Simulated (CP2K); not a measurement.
The C K edge of 2-mercaptopyrimidine was computed by TDDFT (CP2K XAS_TDP, aug-cc-pVDZ, TDA) at these levels: PBEh(45%), PBEh(45%) + GW2X and PBEh(60%). The first three lines of C2 (bonded to 2 N and S) with a strength over 0.0015, energy in eV and strength:

```
run           first          second           third
  1  286.74 (0.075)  290.44 (0.048)  293.24 (0.004)
  2  287.90 (0.064)  291.08 (0.036)  293.33 (0.002)
  3  282.96 (0.065)  286.14 (0.036)  288.39 (0.002)
```

Which run is which?

Run 1: PBEh(60%) (60 % exact exchange). Run 2: PBEh(45%) + GW2X (45 % exact exchange). Run 3: PBEh(45%) (45 % exact exchange). Self-interaction lifts the core level, so the uncorrected lines rise with the share of exact exchange. The GW2X run keeps the spacings of its parent: 3.18 eV between the first two lines in run 2, 3.18 eV in run 3. Its shift is +4.94 eV, since the Kohn–Sham level at this share of exchange lies that far above the quasiparticle level.

[Banner, clock and machine lines of the logs are left out without a mark of their own.]

[Logs are printed without paths, hosts, clocks, repeated set-up lines and the standing remarks that a program may print on its own settings, such as how far it seeks lower states.]

[Hosts, paths, dates, database ids (printed as entryN), source tags and the programs' standing remarks are cut or masked in the printed files.]
